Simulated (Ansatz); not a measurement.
# SiC (Moissanite 3C, F-43m): lattice thermal conductivity

Wanted: κ(T), lifetimes and mean free paths for SiC (Moissanite 3C).

What experiment has found for this phase:
- thermal conductivity 360 W/m/K near room temperature (given in “Combining the AFLOW GIBBS and Elastic Libraries to efficiently and robustly screen thermo-mechanical properties of solids”, 2017, arXiv:1611.05714)

Calculated with Ansatz 0.2.0; DFT LDA, scalar-relativistic, plane waves, PAW; PAW set soft_1.

This is a report of a sequence of runs, with most program output left out.

### Step 1. Set-up

The structure is cubic, space group F-43m (No. 216). Conventional cell: a = 4.358 Å, b = 4.358 Å, c = 4.358 Å, α = 90.00°, β = 90.00°, γ = 90.00°. Si has 4 C at 1.89 Å nearest. Nearest to C lie 4 Si at 1.89 Å. Farther neighbours are not listed.

### Step 2. Probe on a coarse mesh

A cheap single point shows whether the cell is a metal or an insulator and how far it is from rest; that sets the k-mesh and the occupations of what follows.

Contents of input.yaml:

```yaml
crystal:
  lattice:
    - [0.0, 2.179, 2.179]
    - [2.179, 0.0, 2.179]
    - [2.179, 2.179, 0.0]
  atoms:
    - { symbol: Si, position: [0.0, 0.0, 0.0] }
    - { symbol: C, position: [0.25, 0.25, 0.25] }
kpoints:
  mp_grid: { grid: [8, 8, 8] }
hamiltonian:
  xc: lda
  pseudopotentials: { kind: paw, azcp: { folder: soft_1 }, xc_functional: pbe }
scf:
  occupations: { method: gaussian, width: 0.1 }
  lower_state_search: "off"
output:
  forces: true
  stress: true
  eigenvalues: true
```

On the command line:

```console
$ ansatz run input.yaml --threads 18 --pin off --max-ram 92160MiB --backend cuda --events-out ev --progress --plain --runs-dir out --max-vram 78GiB
```

Wall time 0.9 s (1 × NVIDIA GB200 with 18 threads of Arm Neoverse V2, shared host); peak memory 0.98 GiB.

Numbers from this step:

```
pressure          : -4.416 GPa
gap on the k-mesh : 1.316 eV
volume per atom   : 10.35 Å³/atom
```

The start is under -4.4 GPa at this level and looks like an insulator or semiconductor on this mesh.

### Step 3. Finding the static equilibrium

The vibrations must be taken about the equilibrium of this functional, not about the starting cell, so the structure is relaxed.

input.yaml, the sections that differ from step 2:

```yaml
kpoints:
  mp_grid: { grid: [10, 10, 10] }
scf:
  occupations: { method: gaussian, width: 0.02 }
  lower_state_search: "off"
relax:
  adjacent_minimum: "off"
  f_tol: 0.005
  max_steps: 80
  cell: { stress_tol: 0.05 }
# crystal, hamiltonian, output: as in step 2
```

Run time: 3.1 s. Hardware: 1 × NVIDIA GB200 with 18 threads; peak memory 0.95 GiB.

The steps of the relaxation:

```
step  energy less that of the first step (eV)  largest force component (eV/Å)  pressure (GPa)  volume (Å³)
   1                                   0.0000                          0.0000           -4.42        20.69
   2                                  -0.0047                          0.0000           -2.11        20.47
   3                                  -0.0062                          0.0000            0.06        20.28
   4                                  -0.0062                          0.0000            0.00        20.29
  5*                                  -0.0057                          0.0000           -0.04        20.29
```

Relaxation steps marked * repeat the geometry before them on a plane-wave basis chosen anew for their cell, so energy and pressure can jump there.

The run keeps the 24 symmetry operations that it works with, so distortions that break them were not tested.

```csv
"conventional cell, symmetrised",before,after,change
a (Å),4.358,4.329,-0.7 %
b (Å),4.358,4.329,-0.7 %
c (Å),4.358,4.329,-0.7 %
volume (Å³/atom),10.35,10.14,-2.0 %
```

Final coordinates:

```xyz
2
Lattice="0.0000 2.1647 2.1647 2.1647 0.0000 2.1647 2.1647 2.1647 0.0000" Properties=species:S:1:pos:R:3 pbc="T T T"
Si    0.0000    0.0000    0.0000
C     1.0823    1.0823    1.0823
```

Numbers from this step:

```yaml
pressure: -0.04017 GPa
gap_on_the_k_mesh: 1.301 eV
volume_per_atom: 10.14 Å³/atom
```

The relaxation ends with a pressure of -0.04 GPa.

### Step 4. Relaxing to small residual forces and stress

The relaxation is repeated with tighter thresholds on force and stress, since phonons are sensitive to what is left; a change of mesh or smearing in the input moves the cell too.

input.yaml, the sections that differ from step 3:

```yaml
crystal:
  lattice:
    - [0.0, 2.1646609347, 2.1646609347]
    - [2.1646609347, 0.0, 2.1646609347]
    - [2.1646609347, 2.1646609347, 0.0]
  atoms:
    - { symbol: Si, position: [0.0, 0.0, 0.0] }
    - { symbol: C, position: [0.25, 0.25, 0.25] }
kpoints:
  mp_grid: { grid: [12, 12, 12] }
scf:
  occupations: { method: fixed }
  lower_state_search: "off"
relax:
  adjacent_minimum: "off"
  f_tol: 0.001
  max_steps: 60
  cell: { stress_tol: 0.01 }
# hamiltonian, output: as in step 3
```

It took 2.7 s on 1 × NVIDIA GB200 with 18 threads; peak memory 0.95 GiB; 7.2 s of CPU time.

Little changed from the start: no atom moved by 0.005 Å and no cell edge by 0.1 %.

This step gave:

| Property | Result |
| --- | --- |
| pressure | -5.29e-5 GPa |

The residual pressure is -5.3e-5 GPa, small enough for phonons.

### Step 5. A cheap rung

A small supercell and a short cutoff cost little, and show how far such settings carry.

Contents of input.yaml:

```yaml
crystal:
  lattice:
    - [0.0, 2.1645341528, 2.1645341528]
    - [2.1645341528, 0.0, 2.1645341528]
    - [2.1645341528, 2.1645341528, 0.0]
  atoms:
    - { symbol: Si, position: [0.0, 0.0, 0.0] }
    - { symbol: C, position: [0.25, 0.25, 0.25] }
kpoints:
  mp_grid: { grid: [12, 12, 12] }
hamiltonian:
  xc: lda
  pseudopotentials: { kind: paw, azcp: { folder: soft_1 }, xc_functional: pbe }
scf:
  occupations: { method: fixed }
  lower_state_search: "off"
output:
  eigenvalues: true
phonons:
  method: fd
  dielectric: true
  supercell: [3, 3, 3]
  temperatures: { t_max: 1000, t_step: 50 }
  qpath:
    path:
      - [[0.0, 0.0, 0.0], [0.5, 0.0, 0.5], [0.5, 0.25, 0.75], [0.375, 0.375, 0.75], [0.0, 0.0, 0.0], [0.5, 0.5, 0.5], [0.625, 0.25, 0.625], [0.5, 0.25, 0.75], [0.5, 0.5, 0.5], [0.375, 0.375, 0.75]]
      - [[0.625, 0.25, 0.625], [0.5, 0.0, 0.5]]
    npoints: 10
  third_order: { supercell: [3, 3, 3], pair_cutoff: 2.025 }
  lattice_thermal_conductivity:
    qmesh: [15, 15, 15]
    temperatures: [100.0, 150.0, 200.0, 300.0, 400.0, 500.0, 600.0, 800.0]
    isotope_mass_variance:
      - { species: C, variance: 7.387e-05 }
      - { species: Si, variance: 0.0002007 }
```

Run time: 43 s. Hardware: 1 × NVIDIA GB200 with 18 threads; peak memory 2 GiB; 7.8 min of CPU time.

This step gave:

| Quantity | Value |
| --- | --- |
| Γ frequencies | 0, 0, 0, 797.8, 797.8, 797.8 cm⁻¹ (negative: imaginary) |
| lowest frequency on the path | 0 cm⁻¹ |
| zero-point energy | 0.2220 eV/cell |
| point group | -43m |
| highest frequency | 973.5 cm⁻¹ |
| Debye temperature from the second moment | 1189 K |
| κ at 300 K (relaxation time) | 900.5 W/m/K |
| κ at 300 K (full solution) | 901.3 W/m/K |
| dipole term | run |
| mean free path at half of κ | 2900 nm |
| share of κ above the three lowest branches | 0.001 |
| third-order blocks | 26 |
| periodic aliases dropped | 0 |
| largest relative sum-rule correction | 0.07104 |
| displaced cells, third order | 36 |

W/m/K. Kappa, by row:

```
T (K)  RTA xx  RTA yy  RTA zz  full xx  full yy  full zz  coherence part xx  coherence part yy  coherence part zz     ending  iterations  least Ritz value
  100    5833    5833    5833     5762     5762     5762           0.001636           0.001636           0.001636  converged           5             0.913
  150    3235    3235    3235     3198     3198     3198           0.005255           0.005255           0.005255  converged           5              0.86
  200    1885    1885    1885     1870     1870     1870            0.01267            0.01267            0.01267  converged           5             0.842
  300   900.5   900.5   900.5    901.3    901.3    901.3            0.03481            0.03481            0.03481  converged           6             0.812
  400   575.1   575.1   575.1      579      579      579            0.05836            0.05836            0.05836  converged           6             0.796
  500   423.4   423.4   423.4      428      428      428            0.07989            0.07989            0.07989  converged           6             0.786
  600   336.7   336.7   336.7    341.2    341.2    341.2            0.09908            0.09908            0.09908  converged           6              0.78
  800   240.9   240.9   240.9    244.9    244.9    244.9             0.1317             0.1317             0.1317  converged           6             0.773
```

This rung gives 900 W/(m K) at 300 K by relaxation time, but with 54 atoms, 1 neighbour distance inside the cutoff and a 15×15×15 mesh it is a test, not the conductivity of the crystal.

### Step 6. Anharmonic force constants and conductivity, pair cutoff 3.211 Å, distances inside cutoff 2

Pairs of atoms inside the cutoff are displaced in a supercell, the forces give the cubic constants, and these give the three-phonon rates of the Boltzmann equation.

Edit input.yaml of step 5 so:

```diff
@@ -21,3 +21,3 @@
   dielectric: true
-  supercell: [3, 3, 3]
+  qmesh: [6, 6, 6]
   temperatures: { t_max: 1000, t_step: 50 }
@@ -28,5 +28,5 @@
     npoints: 10
-  third_order: { supercell: [3, 3, 3], pair_cutoff: 2.025 }
+  third_order: { supercell: [3, 3, 3], pair_cutoff: 3.211 }
   lattice_thermal_conductivity:
-    qmesh: [15, 15, 15]
+    qmesh: [25, 25, 25]
     temperatures: [100.0, 150.0, 200.0, 300.0, 400.0, 500.0, 600.0, 800.0]
@@ -35 +35,2 @@
       - { species: Si, variance: 0.0002007 }
+    solution: relaxation_time
```

Elapsed: 3.5 min, on 1 × NVIDIA GB200 with 18 threads; peak memory 1.5 GiB.

Numbers from this step:

* zero-point energy: 0.2225 eV/cell
* Debye temperature from the second moment: 1190 K
* κ at 300 K (relaxation time): 519.9 W/m/K
* mean free path at half of κ: 837 nm
* third-order blocks: 266
* periodic aliases dropped: 24
* largest relative sum-rule correction: 0.1858
* displaced cells, third order: 92

LO-TO term included. Phonon branches along the path, in cm⁻¹:

```csv
point,branch 1,branch 2,branch 3,branch 4,branch 5,branch 6
Γ,0,0,0,798,798,974
halfway,276,276,401,782,782,932
X,365,365,635,767,767,830
halfway,384,404,596,755,773,846
W,402,462,538,744,779,860
halfway,378,452,556,750,775,857
K,349,451,570,760,764,854
halfway,233,319,417,774,793,913
Γ,0,0,0,798,798,974
halfway,198,198,405,784,784,926
L,260,260,616,772,772,840
halfway,307,377,568,766,778,856
U,349,451,570,760,764,854
halfway,378,452,556,750,775,857
W,402,462,538,744,779,860
halfway,329,393,559,765,776,858
L,260,260,616,772,772,840
halfway,307,377,568,766,778,856
K,349,451,570,760,764,854
jump to U,349,451,570,760,764,854
halfway,361,398,615,764,766,839
X,365,365,635,767,767,830
```

Lattice thermal conductivity, RTA xx against temperature:

```csv
temperature (K),"lattice thermal conductivity, RTA xx (W/m/K)"
100,3533
150,1726
200,1023
300,520
400,343
500,258
600,207
800,150
```

The modes has structure finer than the step of the table below, so its rows give means over 25 cm⁻¹, whole bins alone (the curve runs from -10 to 1011 cm⁻¹). Peaks (cm⁻¹: height): C 773.3: 0.0519, 863.1: 0.0207; Si 356.0: 0.0110, 542.1: 0.0105, 773.3: 0.0117, 863.1: 0.00223.

Phonopy on the run's constants, 21x21x21 mesh, Gaussian sigma 7.3 cm⁻¹. The modes by wavenumber; means over each step; values in 1/cm⁻¹/cell:

```
wavenumber (cm⁻¹)        C       Si
               25   3.4e-6   1.2e-5
               50   3.0e-5   7.3e-5
               75   6.1e-5   1.5e-4
              100   1.2e-4   2.9e-4
              125   2.0e-4   4.9e-4
              150   2.8e-4   7.1e-4
              175   4.2e-4  0.00109
              200   6.2e-4  0.00167
              225   9.0e-4  0.00255
              250  0.00146  0.00437
              275  0.00194  0.00619
              300  0.00208  0.00727
              325  0.00222  0.00870
              350  0.00232   0.0104
              375  0.00172  0.00889
              400  0.00116  0.00633
              425  0.00100  0.00576
              450   9.0e-4  0.00547
              475   5.6e-4  0.00263
              500   5.9e-4  0.00305
              525   7.0e-4  0.00631
              550   6.1e-4  0.00950
              575   2.6e-4  0.00489
              600   7.7e-5  0.00231
              625   1.2e-5   6.4e-4
              650        0   2.9e-5
              675        0        0
              700        0        0
              725   2.1e-4   1.0e-5
              750   0.0115  0.00189
              775   0.0433  0.00996
              800   0.0102  0.00291
              825   8.0e-4   4.5e-5
              850   0.0129  0.00118
              875   0.0117  0.00156
              900  0.00439  0.00103
              925  0.00282   8.8e-4
              950  0.00166   6.2e-4
              975   3.5e-4   1.5e-4
```

Distinct triplets, nearest first. Third order norms, by row:

| sites | side 1 (Å) | side 2 (Å) | side 3 (Å) | norm of the 27 components (eV/Å³) |
| --- | --- | --- | --- | --- |
| Si-Si-Si | 0 | 0 | 0 | 153.8 |
| C-C-C | 0 | 0 | 0 | 174.6 |
| Si-C-C | 0 | 1.87 | 1.87 | 72.47 |
| Si-C-Si | 0 | 1.87 | 1.87 | 71.09 |
| Si-Si-C | 1.87 | 1.87 | 3.06 | 2.008 |
| Si-C-C | 1.87 | 1.87 | 3.06 | 1.26 |
| Si-Si-Si | 0 | 3.06 | 3.06 | 3.448 |
| Si-Si-Si | 3.06 | 3.06 | 3.06 | 0.993 |
| Si-Si-Si | 3.06 | 3.06 | 3.06 | 0.285 |
| C-C-C | 0 | 3.06 | 3.06 | 2.851 |
| C-C-C | 3.06 | 3.06 | 3.06 | 0.386 |
| C-C-C | 3.06 | 3.06 | 3.06 | 0.377 |

Born charge (rows field, columns displacement) (e), principal values of the symmetric part by kind of site:

```csv
atom,atoms with these values,low,middle,high,mean
Si1,1,2.73,2.73,2.73,2.73
C2,1,-2.73,-2.73,-2.73,-2.73
```

In full for Si1:

```
2.73 0.00 0.00
0.00 2.73 0.00
0.00 0.00 2.73
```

RTA, 300 K. Kappa by branch, by row:

```
branch (by rank)  mean frequency (THz)  mean rms speed (km/s)  median lifetime (ps)  share of kappa
               1                  9.05                   3.73                  23.4           0.427
               2                 10.58                   5.13                  13.9           0.331
               3                 15.15                   5.09                  5.06            0.24
               4                 23.07                   0.68                  2.09               0
               5                 23.39                    0.6                  2.02               0
               6                 26.35                    1.7                  2.34           0.001
```

Spectral kappa at 300 K, relaxation time (W/m/K/THz) against frequency; read off at these points:

| frequency (THz) | spectral kappa at 300 K, relaxation time (W/m/K/THz) |
| --- | --- |
| 0.2 | 0 |
| 1.2 | 60.4 |
| 1.8 | 70.4 |
| 2.2 | 102 |
| 2.8 | 7.84 |
| 3.2 | 43.2 |
| 4.2 | 75.7 |
| 4.8 | 50.1 |
| 5.8 | 62.5 |
| 6.8 | 34.1 |
| 7.2 | 31.2 |
| 8.2 | 57.1 |
| 8.8 | 44.1 |
| 9.8 | 30.4 |
| 10.2 | 26.6 |
| 11.2 | 18.4 |
| 12.2 | 9.67 |
| 12.8 | 6.44 |
| 13.8 | 3.43 |
| 14.2 | 3.29 |
| 15.2 | 2.94 |
| 15.8 | 2.94 |
| 16.8 | 2.55 |
| 17.2 | 2.04 |
| 18.2 | 0.473 |
| 19.2 | 0 |
| 19.8 | 0 |
| 20.8 | 0 |
| 21.2 | 0 |
| 22.2 | 0.0127 |
| 22.8 | 0.154 |
| 23.8 | 0.0452 |
| 24.8 | 0.00113 |
| 25.2 | 0.0688 |
| 26.2 | 0.267 |
| 26.8 | 0.233 |
| 27.8 | 0.108 |
| 28.2 | 0.0508 |
| 29.2 | 3.6e-4 |

Relaxation-time solution. Share of κ carried by shorter paths against mean free path:

| mean free path (nm) | 100 K | 300 K | 800 K |
| --- | --- | --- | --- |
| 1.47 | 0 | 0 | 0.001 |
| 3.16 | 0 | 0 | 0.005 |
| 4.64 | 0 | 0.001 | 0.01 |
| 10 | 0 | 0.002 | 0.043 |
| 14.7 | 0 | 0.003 | 0.087 |
| 31.6 | 0 | 0.019 | 0.192 |
| 46.4 | 0 | 0.047 | 0.297 |
| 100 | 0 | 0.124 | 0.467 |
| 147 | 0.001 | 0.206 | 0.517 |
| 316 | 0.01 | 0.375 | 0.671 |
| 464 | 0.019 | 0.426 | 0.76 |
| 1000 | 0.04 | 0.541 | 0.815 |
| 1470 | 0.053 | 0.663 | 0.828 |
| 3160 | 0.091 | 0.805 | 0.84 |
| 4640 | 0.12 | 0.822 | 0.868 |
| 10000 | 0.22 | 0.853 | 1 |
| 14700 | 0.311 | 0.853 | 1 |
| 31600 | 0.534 | 1 | 1 |
| 46400 | 0.581 | 1 | 1 |
| 1.0e5 | 0.744 | 1 | 1 |
| 1.5e5 | 0.827 | 1 | 1 |
| 3.2e5 | 1 | 1 | 1 |

(Continued in part 2 of 2.)

[Logs are printed without paths, hosts, clocks, repeated set-up lines and the standing remarks that a program may print on its own settings, such as how far it seeks lower states.]

[Hosts, paths, dates, database ids (printed as entryN), source tags and the programs' standing remarks are cut or masked in the printed files.]

[A step with changed settings may run another functional than the one named; its input shows which.]
